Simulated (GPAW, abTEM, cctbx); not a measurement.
# NaZn2Ga2: the scripts behind a bonding study

Short scripts, each with its output. The cell comes from substitution in a known structure type and wasn't matched to any measured phase.

## Step 1: Relax the structure

```text
cell
1.0
     0.000000000   -4.082000000    0.000000000
     4.082000000    0.000000000    0.000000000
    -2.041000000    2.041000000    5.643500000
Ga Zn Na
2 2 1
Direct
0.613300000 0.613300000 0.226600000
0.386700000 0.386700000 0.773400000
0.250000000 0.750000000 0.500000000
0.750000000 0.250000000 0.500000000
0.000000000 0.000000000 0.000000000
```

```python
from ase.constraints import FixSymmetry
from ase.filters import FrechetCellFilter
from ase.io import read, write
from ase.optimize import BFGS
from ase.parallel import parprint
from gpaw import GPAW, PW, FermiDirac

atoms = read("start.vasp")
atoms.set_constraint(FixSymmetry(atoms))
atoms.calc = GPAW(mode=PW(570), xc="PBE", kpts={"size": (5, 5, 5), "gamma": True},
                 occupations=FermiDirac(0.1), maxiter=120, symmetry={"tolerance": 1e-5}, txt="relax.txt")
BFGS(FrechetCellFilter(atoms), maxstep=0.15).run(fmax=0.03, steps=40)
parprint("cell  %.4f %.4f %.4f  %.2f %.2f %.2f" % tuple(atoms.cell.cellpar()))
parprint("volume %.3f A^3, largest force %.3f eV/A, largest stress %.2f GPa" % (atoms.get_volume(), abs(atoms.get_forces()).max(), 160.218 * abs(atoms.get_stress()).max()))
atoms.set_constraint()
write("relaxed.vasp", atoms, direct=True)
```

```console
$ OMP_NUM_THREADS=1 mpirun -n 4 gpaw python run.py > gpaw.log
```

```text
gpts.py:43: UserWarning: Initial realspace grid (24,24,35) inconsistent with symmetries.
gpts.py:43: UserWarning: Initial realspace grid (24,24,35) inconsistent with symmetries.
gpts.py:43: UserWarning: Initial realspace grid (24,24,35) inconsistent with symmetries.
gpts.py:43: UserWarning: Initial realspace grid (24,24,35) inconsistent with symmetries.
gpts.py:70: UserWarning: Using symmetrized grid: (35,35,35).
gpts.py:70: UserWarning: Using symmetrized grid: (35,35,35).
gpts.py:70: UserWarning: Using symmetrized grid: (35,35,35).
gpts.py:70: UserWarning: Using symmetrized grid: (35,35,35).
            Step        Energy          fmax
BFGS:    0       -9.773562        0.506147
BFGS:    1       -9.784305        0.417501
gpts.py:43: UserWarning: Initial realspace grid (24,24,36) inconsistent with symmetries.
gpts.py:43: UserWarning: Initial realspace grid (24,24,36) inconsistent with symmetries.
gpts.py:43: UserWarning: Initial realspace grid (24,24,36) inconsistent with symmetries.
gpts.py:43: UserWarning: Initial realspace grid (24,24,36) inconsistent with symmetries.
gpts.py:70: UserWarning: Using symmetrized grid: (36,36,36).
gpts.py:70: UserWarning: Using symmetrized grid: (36,36,36).
gpts.py:70: UserWarning: Using symmetrized grid: (36,36,36).
gpts.py:70: UserWarning: Using symmetrized grid: (36,36,36).
BFGS:    2       -9.815816        0.272390
BFGS:    3       -9.817692        0.255478
BFGS:    4       -9.830144        0.048439
BFGS:    5       -9.830284        0.036121
BFGS:    6       -9.830395        0.038553
BFGS:    7       -9.830754        0.041968
BFGS:    8       -9.831637        0.070549
gpts.py:43: UserWarning: Initial realspace grid (24,24,40) inconsistent with symmetries.
gpts.py:43: UserWarning: Initial realspace grid (24,24,40) inconsistent with symmetries.
gpts.py:43: UserWarning: Initial realspace grid (24,24,40) inconsistent with symmetries.
gpts.py:43: UserWarning: Initial realspace grid (24,24,40) inconsistent with symmetries.
gpts.py:70: UserWarning: Using symmetrized grid: (40,40,40).
gpts.py:70: UserWarning: Using symmetrized grid: (40,40,40).
gpts.py:70: UserWarning: Using symmetrized grid: (40,40,40).
gpts.py:70: UserWarning: Using symmetrized grid: (40,40,40).
BFGS:    9       -9.833464        0.101008
BFGS:   10       -9.835273        0.118644
BFGS:   11       -9.837162        0.088990
BFGS:   12       -9.838483        0.048574
BFGS:   13       -9.838752        0.002375
cell  4.0479 4.0479 6.5847  107.90 107.90 90.00
volume 97.167 A^3, largest force 0.000 eV/A, largest stress 0.02 GPa
```

Time: 2 min on 4 cores of Intel(R) Xeon(R) Platinum 8488C (Sapphire Rapids) (shared host), peak memory 1.4 GiB.

## Step 2: Build the all-electron density and subtract free atoms

```text
cell
1.0
     0.000000000   -4.047894210    0.000000000
     4.047894210    0.000000000    0.000000000
    -2.023947105    2.023947105    5.930053040
Ga Zn Na
2 2 1
Direct
0.607586410 0.607586410 0.215172820
0.392413590 0.392413590 0.784827180
0.250000000 0.750000000 0.500000000
0.750000000 0.250000000 0.500000000
0.000000000 0.000000000 0.000000000
```

```python
import numpy as np
from ase.io import read
from ase.units import Bohr
from gpaw import GPAW, PW, FermiDirac
from gpaw.calculator import GPAW as OldGPAW
from gpaw.mpi import serial_comm, world
from scipy.special import erfc
from scipy.spatial import cKDTree

atoms = read("cell.vasp")
atoms.calc = GPAW(mode=PW(450), xc="PBE", kpts={"size": (6, 6, 6), "gamma": True},
                 occupations=FermiDirac(0.1), maxiter=120, symmetry={"tolerance": 1e-5}, txt="scf.txt")
atoms.get_potential_energy()
rho = atoms.calc.get_all_electron_density(gridrefinement=2)
moments = atoms.get_magnetic_moments() if atoms.calc.get_number_of_spins() == 2 else np.zeros(len(atoms))
total = atoms.get_magnetic_moment() if moments.any() else 0.0
if world.rank == 0:
    free = OldGPAW(mode=PW(450), xc="PBE", txt=None, communicator=serial_comm)
    neutral = atoms.copy()
    neutral.set_initial_magnetic_moments(None)
    free.initialize(neutral)
    free.set_positions(neutral)
    drho = rho - free.get_all_electron_density(gridrefinement=2)
    # GPAW starts from confined atoms: exchange their smooth part for that of the datasets' free atoms
    h = np.stack(np.meshgrid(*[np.fft.fftfreq(n, 1 / n) for n in drho.shape], indexing="ij"), -1)
    gabs = np.linalg.norm(h @ atoms.cell.reciprocal(), axis=-1)
    tails = np.fft.fftn(free.get_pseudo_density(gridrefinement=2))
    g, form, v0 = np.linspace(0, gabs.max(), 1500), {}, 0
    for e in set(atoms.symbols):
        idx = atoms.symbols.search(e)
        d = free.setups[idx[0]].data
        r, w = d.rgd.r_g * Bohr, d.rgd.r_g**2 * d.rgd.dr_g
        j0 = np.sinc(2 * g[:, None] * r)
        smooth = sum(f * p**2 for f, p in zip(d.f_j, d.phit_jg)) + np.sqrt(4 * np.pi) * d.nct_g
        full = sum(f * p**2 for f, p in zip(d.f_j, d.phi_jg)) + np.sqrt(4 * np.pi) * d.nc_g
        phase = sum(np.exp(-2j * np.pi * h @ s) for s in atoms.get_scaled_positions()[idx])
        tails -= np.interp(gabs, g, j0 @ (smooth * w)) * phase * drho.size / atoms.get_volume()
        form[e] = j0 @ (full * w)
        v0 += 2 * np.pi / 3 * 14.3996 * (full * w * r**2).sum() * len(idx)  # V A^3
    tails *= 0.5 * erfc((gabs - 1.8) / 0.25)  # the tails differ at long wavelengths alone
    drho += np.fft.ifftn(tails).real  # crystal minus superposed spherical free atoms
    np.save("drho.npy", drho)
    dv = atoms.get_volume() / drho.size
    print("grid", drho.shape, " electrons %.3f" % (rho.sum() * dv), " moved by bonding %.3f e" % (abs(drho).sum() * dv / 2))
    pts = np.indices(drho.shape).reshape(3, -1).T / drho.shape @ atoms.cell
    shifts = (np.indices((3, 3, 3)).reshape(3, -1).T - 1) @ atoms.cell
    images = (atoms.positions[None] + shifts[:, None]).reshape(-1, 3)
    dist, idx = cKDTree(images).query(pts, k=4)
    out = drho.ravel()[dist[:, 0] > 0.5]
    print("deformation density beyond 0.5 A of the nuclei: max %.3f, min %.3f e/A^3" % (out.max(), out.min()))
    tie = dist < dist[:, :1] + 1e-4
    q = -np.bincount((idx % len(atoms))[tie], (drho.ravel()[:, None] / tie.sum(1, keepdims=True) * tie)[tie], len(atoms)) * dv
    print("atom        x       y       z   Voronoi charge  moment")
    for a, s, c, m in zip(atoms, atoms.get_scaled_positions(), q, moments):
        print("%-2s%-3d %7.4f %7.4f %7.4f %10.3f %10.2f" % (a.symbol, a.index + 1, *s, c, m))
    np.savez("free.npz", g=g, **form)
    print("mean inner potential of superposed free atoms %.3f V" % (v0 / atoms.get_volume()))
    print("total magnetic moment %.3f muB" % total)
```

```console
$ OMP_NUM_THREADS=1 mpirun -n 4 gpaw python run.py > gpaw.log
```

```text
gpts.py:43: UserWarning: Initial realspace grid (20,20,35) inconsistent with symmetries.
gpts.py:43: UserWarning: Initial realspace grid (20,20,35) inconsistent with symmetries.
gpts.py:43: UserWarning: Initial realspace grid (20,20,35) inconsistent with symmetries.
gpts.py:43: UserWarning: Initial realspace grid (20,20,35) inconsistent with symmetries.
gpts.py:70: UserWarning: Using symmetrized grid: (35,35,35).
gpts.py:70: UserWarning: Using symmetrized grid: (35,35,35).
gpts.py:70: UserWarning: Using symmetrized grid: (35,35,35).
gpts.py:70: UserWarning: Using symmetrized grid: (35,35,35).
grid (70, 70, 70)  electrons 133.000  moved by bonding 0.712 e
deformation density beyond 0.5 A of the nuclei: max 0.087, min -0.061 e/A^3
atom        x       y       z   Voronoi charge  moment
Ga1    0.6076  0.6076  0.2152     -0.121       0.00
Ga2    0.3924  0.3924  0.7848     -0.121       0.00
Zn3    0.2500  0.7500  0.5000      0.048       0.00
Zn4    0.7500  0.2500  0.5000      0.048       0.00
Na5    0.0000  0.0000  0.0000      0.144       0.00
mean inner potential of superposed free atoms 15.065 V
total magnetic moment 0.000 muB
```

Time: 22 s.

## Step 3: Fourier-transform the difference

```python
from cctbx import adptbx, crystal, miller, xray
from cctbx.eltbx import tiny_pse
import numpy as np

cs = crystal.symmetry(unit_cell=(4.0479, 4.0479, 11.8601, 90, 90, 90), space_group_symbol='Hall: -I 4 2')  # I4/mmm
atoms = [  # label, site, U (iso, or U11 U22 U33 U12 U13 U23 in A^2), occupancy
    ("Ga1", (0.5, 0.5, 0.10759), 0.0000, 1),
    ("Zn1", (0.5, 0, 0.25), 0.0000, 1),
    ("Na1", (0, 0, 0), 0.0000, 1),
]
xs = xray.structure(crystal_symmetry=cs)
for label, site, u, occ in atoms:
    u = adptbx.u_cif_as_u_star(cs.unit_cell(), u) if isinstance(u, tuple) else u
    xs.add_scatterer(xray.scatterer(label, site=site, u=u, occupancy=occ))
xs.scattering_type_registry(table="wk1995")
drho = np.load("drho.npy")
T = np.array([[0, 1, 0], [-1, 0, 0], [1, 1, 2]])  # conventional axes in terms of the primitive ones
dF = np.fft.ifftn(drho) * 194.33315  # electrons a conventional cell, indexed by primitive hkl
ms = miller.build_set(cs, anomalous_flag=False, d_min=0.9).sort("resolution")
iam = ms.structure_factors_from_scatterers(xs, algorithm="direct").f_calc()
p1 = xs.expand_to_p1()
z = np.array([tiny_pse.table(sc.scattering_type).atomic_number() for sc in p1.scatterers()])
x = np.array(p1.sites_frac())
free = np.load("free.npz")
print("static structure factors of the conventional cell: F in electrons, V (Mott-Bethe) in volts")
print("   h  k  l      d  |F| table  |F| free   |F| DFT   change   |V| free  |V| DFT  change %")
for h, d, table in list(zip(ms.indices(), ms.d_spacings().data(), iam.data()))[:16]:
    df = dF[tuple(np.rint(np.linalg.solve(T, h)).astype(int))]
    phase = np.exp(2j * np.pi * x @ h)
    f = sum(np.interp(1 / d, free["g"], free[sc.scattering_type]) * p for sc, p in zip(p1.scatterers(), phase))
    fz = (z * phase).sum()
    c = 14.3996 * d * d / (np.pi * cs.unit_cell().volume())
    v0, v1 = abs(fz - f) * c, abs(fz - f - df) * c
    print("%4d%3d%3d %7.4f %9.3f %9.3f %9.3f %8.3f %9.3f %8.3f %8s" % (h + (d, abs(table), abs(f), abs(f + df), abs(f + df) - abs(f), v0, v1, "%.1f" % (100 * (v1 / v0 - 1)) if v0 > 0.02 else "-")))
```

```console
$ python run.py
```

```text
static structure factors of the conventional cell: F in electrons, V (Mott-Bethe) in volts
   h  k  l      d  |F| table  |F| free   |F| DFT   change   |V| free  |V| DFT  change %
   0  0  2  5.9301    68.398    68.474    68.293   -0.180     2.168    2.317      6.9
   1  0  1  3.8309    67.269    67.333    67.622    0.288     2.560    2.460     -3.9
   0  0  4  2.9650    24.795    24.601    24.215   -0.386     1.054    1.134      7.6
   1  1  0  2.8623    19.937    20.071    20.263    0.191     1.146    1.109     -3.2
   1  0  3  2.8283    62.818    62.780    62.673   -0.107     2.634    2.654      0.8
   1  1  2  2.5777   136.668   136.329   135.927   -0.403     5.107    5.170      1.2
   1  1  4  2.0593   160.426   159.716   159.024   -0.692     5.061    5.131      1.4
   1  0  5  2.0465   106.305   105.904   105.434   -0.470     3.614    3.661      1.3
   2  0  0  2.0240   198.864   197.932   197.477   -0.455     6.577    6.620      0.7
   0  0  6  1.9767   130.725   130.059   129.234   -0.825     4.019    4.095      1.9
   2  0  2  1.9155    53.656    53.277    52.894   -0.382     1.541    1.574      2.1
   2  1  1  1.7895    54.862    54.610    54.525   -0.085     1.520    1.526      0.4
   2  0  4  1.6716    18.840    18.607    18.602   -0.005     0.730    0.730      0.0
   2  1  3  1.6459    51.386    51.122    50.987   -0.135     1.637    1.646      0.5
   1  1  6  1.6265    43.571    43.222    43.242    0.020     1.442    1.441     -0.1
   1  0  7  1.5629    11.538    11.479    11.476   -0.003     0.466    0.466      0.0
```

Time: 0.26 s on 1 core of Intel(R) Xeon(R) Platinum 8488C (Sapphire Rapids) (shared host), peak memory 0.08 GiB.

## Step 4: Rock the beam across one reflection

```python
import abtem
import numpy as np
from ase.build import make_supercell
from ase.io import read

abtem.config.set({"dask.lazy": False, "fft": "fftw", "diagnostics.progress_bar": False})
M = [[1, 1, 0], [-1, -1, -2], [-1, 1, 0]]  # rows: x, y and beam direction in the primitive cell's axes
unit = make_supercell(read("cell.vasp"), M)
unit.set_cell(list(unit.cell.lengths()) + [90, 90, 90], scale_atoms=True)
unit.positions[:, 2] += 0.7156  # keeps atomic planes off the slice boundaries
unit.wrap()
slab = unit * (1, 1, 88)
print(slab.get_chemical_formula(), "| box %.2f x %.2f x %.2f A" % tuple(slab.cell.lengths()))

# change of the potential by bonding, from the DFT deformation density (Poisson's equation term by term)
drho = np.load("drho.npy")
prim = read("cell.vasp")
h = np.stack(np.meshgrid(*[np.fft.fftfreq(n, 1 / n) for n in drho.shape], indexing="ij"), -1).reshape(-1, 3).astype(int)
g2 = ((h @ prim.cell.reciprocal()) ** 2).sum(1)
keep = (g2 > 0) & (g2 < 2.5**2)
shape = (128, 264, 32)
vg = np.zeros(shape, complex)
hm = h[keep] @ np.array(M).T
move = np.exp(-2j * np.pi * hm[:, 2] * (0.7156 / unit.cell[2, 2] - 0.5 / shape[2]))  # the same shift, sampled at mid-points
vg[tuple(hm.T % np.array(shape)[:, None])] = -14.3996 / np.pi * (np.fft.fftn(drho).ravel() / drho.size)[keep] / g2[keep] * move
dV = np.fft.ifftn(vg).real * vg.size
dV = dV.reshape(128, 264, 4, 8).mean(3) * unit.cell[2, 2] / 4  # V A, projected in each slice
dV = np.tile(dV.transpose(2, 0, 1), (88, 1, 1))


def build(atoms):
    p = abtem.Potential(atoms, gpts=(128, 264), slice_thickness=[slab.cell[2, 2] / 352] * 352,
                        parametrization="lobato", projection="infinite", exit_planes=88).build()
    p.array[:] += BONDING * dV
    return p


def potentials():
    yield build(slab)  # atoms at rest


for label, BONDING in (("IAM", 0.0), ("DFT", 1.0)):
    print("=====", label)
    potential = build(slab)
    print("grid", potential.gpts, "slices", potential.num_slices)
    thickness = potential.exit_thicknesses
    h = np.array(M) @ np.linalg.solve(np.array([[0, 1, 0], [-1, 0, 0], [1, 1, 2]]), [0, 0, 2])
    ix, iy = round(h[0]) * 1, round(h[1]) * 1
    gxy = h[:2] / unit.cell.lengths()[:2]
    along = gxy / np.hypot(*gxy)
    across = np.array([-along[1], along[0]])
    bragg = 500 * abtem.PlaneWave(energy=200000).wavelength * np.hypot(*gxy)
    print("Bragg angle %.3f mrad; beam tilted 55 mrad off the zone axis across the row" % bragg)
    print("dark-field intensity of 0 0 2 against tilt along the row, in Bragg angles")
    print("  t (A)" + "".join("%8.2f" % s for s in [0.2, 0.4, 0.6, 0.8, 1.0, 1.2, 1.4, 1.6, 1.8, 2.0, 2.2, 2.4, 2.6]))
    rows = []
    row = [(n * ix, n * iy) for n in range(-8, 9)]
    for s in [0.2, 0.4, 0.6, 0.8, 1.0, 1.2, 1.4, 1.6, 1.8, 2.0, 2.2, 2.4, 2.6]:
        tilt = -s * bragg * along + 55 * across
        dp = abtem.PlaneWave(energy=200000, tilt=tuple(tilt)).multislice(potential).diffraction_patterns(max_angle="valid").array
        rows.append(dp[:, dp.shape[1] // 2 + ix, dp.shape[2] // 2 + iy])
        if s == 1.0:
            cx, cy = dp.shape[1] // 2, dp.shape[2] // 2
            share = sum(dp[:, cx + i, cy + j] for i, j in row if abs(i) < cx and abs(j) < cy) / dp.sum(axis=(1, 2))
            total = dp.sum(axis=(1, 2))
    for t, a in list(zip(thickness, np.array(rows).T))[1:]:
        print("%7.1f" % t + "".join("%8.4f" % v for v in a))
    print("at the Bragg tilt, share in the row:", share[1:].round(3).tolist(), "total:", total[1:].round(3).tolist())
```

```console
$ python run.py
```

```text
Ga704Na352Zn704 | box 5.72 x 11.86 x 503.76 A
===== IAM
grid (128, 264) slices 352
Bragg angle 2.115 mrad; beam tilted 55 mrad off the zone axis across the row
dark-field intensity of 0 0 2 against tilt along the row, in Bragg angles
  t (A)    0.20    0.40    0.60    0.80    1.00    1.20    1.40    1.60    1.80    2.00    2.20    2.40    2.60
  125.9  0.0519  0.0533  0.0541  0.0545  0.0546  0.0544  0.0538  0.0528  0.0514  0.0495  0.0472  0.0447  0.0420
  251.9  0.1580  0.1519  0.1452  0.1393  0.1371  0.1389  0.1446  0.1512  0.1576  0.1622  0.1624  0.1562  0.1434
  377.8  0.1670  0.1891  0.2071  0.2097  0.2134  0.2097  0.2069  0.1886  0.1664  0.1536  0.1487  0.1474  0.1365
  503.8  0.1769  0.2186  0.2364  0.2113  0.2015  0.2112  0.2355  0.2162  0.1741  0.1411  0.1180  0.1149  0.1013
at the Bragg tilt, share in the row: [0.8970000147819519, 0.7839999794960022, 0.7070000171661377, 0.5770000219345093] total: [0.9959999918937683, 0.9909999966621399, 0.9869999885559082, 0.9819999933242798]
===== DFT
grid (128, 264) slices 352
Bragg angle 2.115 mrad; beam tilted 55 mrad off the zone axis across the row
dark-field intensity of 0 0 2 against tilt along the row, in Bragg angles
  t (A)    0.20    0.40    0.60    0.80    1.00    1.20    1.40    1.60    1.80    2.00    2.20    2.40    2.60
  125.9  0.0572  0.0586  0.0596  0.0600  0.0601  0.0598  0.0592  0.0581  0.0566  0.0545  0.0521  0.0493  0.0464
  251.9  0.1688  0.1629  0.1561  0.1501  0.1478  0.1497  0.1555  0.1622  0.1684  0.1726  0.1720  0.1648  0.1508
  377.8  0.1707  0.1943  0.2130  0.2158  0.2195  0.2157  0.2128  0.1937  0.1701  0.1557  0.1491  0.1464  0.1342
  503.8  0.1679  0.2119  0.2322  0.2080  0.1978  0.2079  0.2314  0.2096  0.1652  0.1311  0.1081  0.1046  0.0916
at the Bragg tilt, share in the row: [0.8960000276565552, 0.7799999713897705, 0.703000009059906, 0.578000009059906] total: [0.9959999918937683, 0.9909999966621399, 0.9869999885559082, 0.9810000061988831]
```

Time: 16 s.

[Outputs are excerpts: Python notices, other lines and further rows are left out; steps that failed or that the build refused (PBEsol, TPSS) are not shown.]

[Logs are printed without paths, hosts, clocks, repeated set-up lines and the standing remarks that a program may print on its own settings, such as how far it seeks lower states.]
